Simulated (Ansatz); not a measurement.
# Work function of W(100): what the settings cost and change, part 2 of 2

Aim: the work function of W(100) across levels of theory at one geometry.

Ansatz 0.2.0; plane-wave DFT, PBE, Ansatz PAW (the session's first sound run).

So far, work function, upper face (eV): step 2 (slab, setting PBE, Ansatz PAW (420 eV)) 4.21; step 5 (RPBE) 4.05; step 6 (r2SCAN) 4.17; step 7 (PBE JTH) 4.21; step 8 (PBE norm-conserving) 4.21.

### Step 9. Slab

This step: plane-wave DFT, LDA, norm-conserving (Ansatz 0.2.0).

Contents of input.yaml:

```yaml
crystal:
  lattice:
    - [3.16, 0.0, 0.0]
    - [0.0, 3.16, 0.0]
    - [0.0, 0.0, 27.48]
  atoms:
    - { symbol: W, position: [0.0, 0.0, 0.327510917] }
    - { symbol: W, position: [0.5, 0.5, 0.385007278] }
    - { symbol: W, position: [0.0, 0.0, 0.442503639] }
    - { symbol: W, position: [0.5, 0.5, 0.5] }
    - { symbol: W, position: [0.0, 0.0, 0.557496361] }
    - { symbol: W, position: [0.5, 0.5, 0.614992722] }
    - { symbol: W, position: [0.0, 0.0, 0.672489083] }
kpoints:
  mp_grid: { grid: [13, 13, 1] }
hamiltonian:
  xc: lda
  pseudopotentials: { kind: nc }
scf:
  occupations: { method: fermi_dirac, width: 0.1 }
  convergence: { dr2_threshold: 1.0e-09 }
efield:
  axis: 3
  dipole_correction: true
  ramp_position: 0.97
  ramp_width: 0.06
output:
  write_potential: true
  write_density: true
  volumetric_format: npy
```

Started as:

```sh
$ ansatz run input.yaml --threads 2 --pin off --max-ram 3072MiB --backend cpu --events-out ev --progress --plain --runs-dir out
```

The log of the run:

```text
[...]
Crystal: 7 atoms, lattice volume = 274.404 Å³
Basis set: ecut = 952.398519 eV, 18203 PW (Γ)
Bands: 59, of which v1, the nominal top of the filled ones, is band 49 counted from 1 (48 counted from 0)
Symmetry: 8 space group operations
k-points: 28 of 169
[...]
k-point 0: bands = [... 45 lower, 5.6999, 5.6999, 6.0020, 6.0190, 6.0713, 6.3559, 6.3559, 6.9494, ... 6 higher]
  k-point 1: bands = [... 45 lower, 5.7456, 5.7654, 5.9424, 6.1004, 6.1215, 6.2929, 6.6788, 7.0368, ... 6 higher]
  k-point 2: bands = [... 45 lower, 5.5845, 5.6492, 6.0819, 6.1734, 6.4095, 6.4142, 7.1245, 7.1286, ... 6 higher]
  k-point 27: bands = [... 45 lower, 5.9929, 6.0331, 8.1461, 8.1563, 8.1674, 8.2140, 8.2695, 8.3899, ... 6 higher]
[key lines of the parts left out:]
SCF converged after 11 iterations
Free energy (F): -14456.147562 eV
Fermi energy:    6.332683 eV
Dipole field:    D = 0.000000 V/Å  (p = 0.000000 e·Å, saw-weighted, corrected)
Work function:   Φ+ = 4.4976 eV   Φ− = 4.4976 eV
```

It took 3.9 min on 2 threads of Arm Neoverse N1, shared host; peak memory 1.7 GiB.

The work function is 4.498 eV, +0.291 eV from the run “PBE, Ansatz PAW (420 eV)”, at 3.4 times its CPU time.

### Step 10. Slab, setting PBE, all layers relaxed

This step: plane-wave DFT, PBE, Ansatz PAW (Ansatz 0.2.0).

input.yaml, as its differences from that of step 9:

```diff
@@ -16,4 +16,3 @@
 hamiltonian:
-  xc: lda
-  pseudopotentials: { kind: nc }
+  xc: pbe
 scf:
@@ -26,2 +25,5 @@
   ramp_width: 0.06
+relax:
+  f_tol: 0.01
+  max_steps: 40
 output:
```

The log of the run:

```text
[...]
Crystal: 7 atoms, lattice volume = 274.404 Å³
Basis set: ecut = 420 eV, 5379 PW (Γ), exchange–correlation on 48×48×384 points (8 copies of the dense FFT grid, shifted against one another)
Bands: 59, of which v1, the nominal top of the filled ones, is band 49 counted from 1 (48 counted from 0)
Symmetry: 8 space group operations
k-points: 28 of 169
[...]
atoms:
    - { symbol: W, position: [0, 0.0, 0.330788] }
    - { symbol: W, position: [0.500000, 0.500000, 0.382796] }
    - { symbol: W, position: [0, 0.0, 0.442257] }
    - { symbol: W, position: [0.500000, 0.500000, 0.500000] }
    - { symbol: W, position: [0, 0.0, 0.557743] }
    - { symbol: W, position: [0.500000, 0.500000, 0.617204] }
    - { symbol: W, position: [0, 0.0, 0.669212] }
[key lines of the parts left out:]
SCF converged after 8 iterations
Free energy (F): -72688.834735 eV
Fermi energy:    6.723566 eV
Dipole field:    D = 0.000000 V/Å  (p = 0.000000 e·Å, saw-weighted, corrected)
Work function:   Φ+ = 4.1161 eV   Φ− = 4.1162 eV
```

It took 3.5 min on 2 threads; peak memory 0.69 GiB.

The relaxation took 5 steps and lowered the energy by 0.25 eV; the largest force on the free atoms ends at 0.0066 eV/Å.

The work function is 4.116 eV, -0.090 eV from the run “PBE, Ansatz PAW (420 eV)”, at 3.1 times its CPU time.

### Step 11. Slab

This step: plane-wave DFT, PBE, fully relativistic PAW with spin-orbit coupling (Ansatz 0.2.0).

input.yaml, as its differences from that of step 10:

```diff
@@ -17,2 +17,3 @@
   xc: pbe
+  pseudopotentials: { kind: paw_fr }
 scf:
@@ -25,5 +26,5 @@
   ramp_width: 0.06
-relax:
-  f_tol: 0.01
-  max_steps: 40
+magnetization:
+  noncollinear: true
+  spin_orbit: true
 output:
```

The log of the run:

```text
[...]
non-collinear run that drives no moment, with spin-orbit: no starting moment large enough to seed its density (crystal.atoms[].spin), no starting occupations that ask for one, no magnetisation constraint and no magnetic field, so the semilocal B_xc is pinned to zero
Crystal: 7 atoms, lattice volume = 274.404 Å³
[...]
k-point 1: bands = [... 94 lower, 6.3624, 6.3624, 6.4088, 6.4088, 6.4848, 6.4848, 6.7042, 6.7042, ... 16 higher]
  k-point 2: bands = [... 94 lower, 6.4530, 6.4530, 6.5263, 6.5263, 6.6936, 6.6936, 6.8962, 6.8962, ... 16 higher]
  k-point 27: bands = [... 94 lower, 8.0340, 8.0340, 8.1795, 8.1795, 8.6703, 8.6703, 8.7055, 8.7055, ... 16 higher]
[key lines of the parts left out:]
SCF converged after 13 iterations
Magnetization: |M| = 0.0000 μB,  M = (+0.0000, +0.0000, +0.0000) μB
Free energy (F): -72861.270013 eV
Fermi energy:    6.690984 eV
Dipole field:    D = -0.000000 V/Å  (p = -0.000000 e·Å, saw-weighted, corrected)
Work function:   Φ+ = 4.2221 eV   Φ− = 4.2221 eV
```

It took 9.4 min on 2 threads; peak memory 2.6 GiB; 18 min of CPU time.

The work function is 4.222 eV, +0.016 eV from the run “PBE, Ansatz PAW (420 eV)”, at 8.0 times its CPU time.

### Step 12. The series together

Times are for 2 threads of Arm Neoverse N1, shared host. Results by setting:

```tsv
no.	setting	work function, upper face (eV)	time	memory (GiB)
1	PBE, Ansatz PAW (420 eV)	4.206	72 s	0.75
2	LDA, Ansatz PAW (420 eV)	4.497	69 s	0.74
3	PBEsol, Ansatz PAW (420 eV)	4.305	82 s	0.75
4	RPBE, Ansatz PAW (420 eV)	4.052	92 s	0.75
5	r2SCAN, Ansatz PAW (500 eV)	4.167	2.9 min	1.2
6	PBE, JTH PAW (1290 eV)	4.209	5.5 min	2.2
7	PBE, norm-conserving (1007 eV)	4.207	5.1 min	1.9
8	LDA, norm-conserving (952 eV)	4.498	3.9 min	1.7
9	PBE, all layers relaxed	4.116	3.5 min	0.69
10	PBE with spin-orbit coupling (420 eV)	4.222	9.4 min	2.6
```

### Step 13. The same run with other settings

This step: plane-wave DFT, PBE, Ansatz PAW (Ansatz 0.2.0).

An input spoilt on purpose, to show how the run answers: it repeats the earlier run “PBE, Ansatz PAW (420 eV)” with efield.amplitude to 0 and efield.dipole_correction from true to false, and scf.max_iter set to 75; its output block differs too.

input.yaml, as its differences from that of step 11:

```diff
@@ -17,3 +17,2 @@
   xc: pbe
-  pseudopotentials: { kind: paw_fr }
 scf:
@@ -21,10 +20,9 @@
   convergence: { dr2_threshold: 1.0e-09 }
+  max_iter: 75
 efield:
   axis: 3
-  dipole_correction: true
+  dipole_correction: false
   ramp_position: 0.97
   ramp_width: 0.06
-magnetization:
-  noncollinear: true
-  spin_orbit: true
+  amplitude: 0
 output:
```

The log of the run:

```text
Error: invalid value for `efield.amplitude`: is zero with dipole_correction: false — the section would apply nothing; set a non-zero amplitude, enable dipole_correction, or remove the block
```

The job ended after 0.04 s (2 threads; peak memory 0.03 GiB).

The program refused the input before any cycle.

The program's message: “Error: invalid value for `efield.amplitude`: is zero with dipole_correction: false — the section would apply nothing; set a non-zero amplitude, enable dipole_correction, or remove the block”

The fault put into the input: a field block that applies nothing.

### Step 14. Outcome

```yaml
work_function_pbe_ansatz_paw_420_ev: 4.206 eV
work_function_lda_ansatz_paw_420_ev: 4.497 eV
work_function_rpbe_ansatz_paw_420_ev: 4.052 eV
work_function_r2scan_ansatz_paw_500_ev: 4.167 eV
work_function_lda_norm_conserving_952_ev: 4.498 eV
work_function_pbe_all_layers_relaxed: 4.116 eV
work_function_pbe_with_spin_orbit_coupling_420_ev: 4.222 eV
```

In words: PBE on the default files gives 4.21 eV, and the settings tried spread the value from 4.05 to 4.50 eV. At one geometry LDA lies 0.29 eV above PBE. The choice of pseudopotentials moves the PBE value by 0.003 eV. Relaxing the layers changes it by -0.090 eV. Spin-orbit coupling, on the fully relativistic files, changes it by +0.02 eV. A compiled measured value is 4.65 eV (arxiv:1902.07811, 2019), but the real face reconstructs and these slabs don't, so it is no test of the method. The ladder's slabs use the tabulated experimental lattice constant (two decimals; a low-temperature value for the alkali metals).

[Long decimals in the printed logs are rounded to 6 places.]

[Logs are printed without paths, hosts, clocks, repeated set-up lines and the standing remarks that a program may print on its own settings, such as how far it seeks lower states.]

[Hosts, paths, dates, database ids (printed as entryN), source tags and the programs' standing remarks are cut or masked in the printed files.]

[Maps of the electrostatic potential energy from Ansatz leave out the sawtooth potential of an applied field or a dipole correction, so their vacuum need not be flat; planar profiles and work functions include it.]
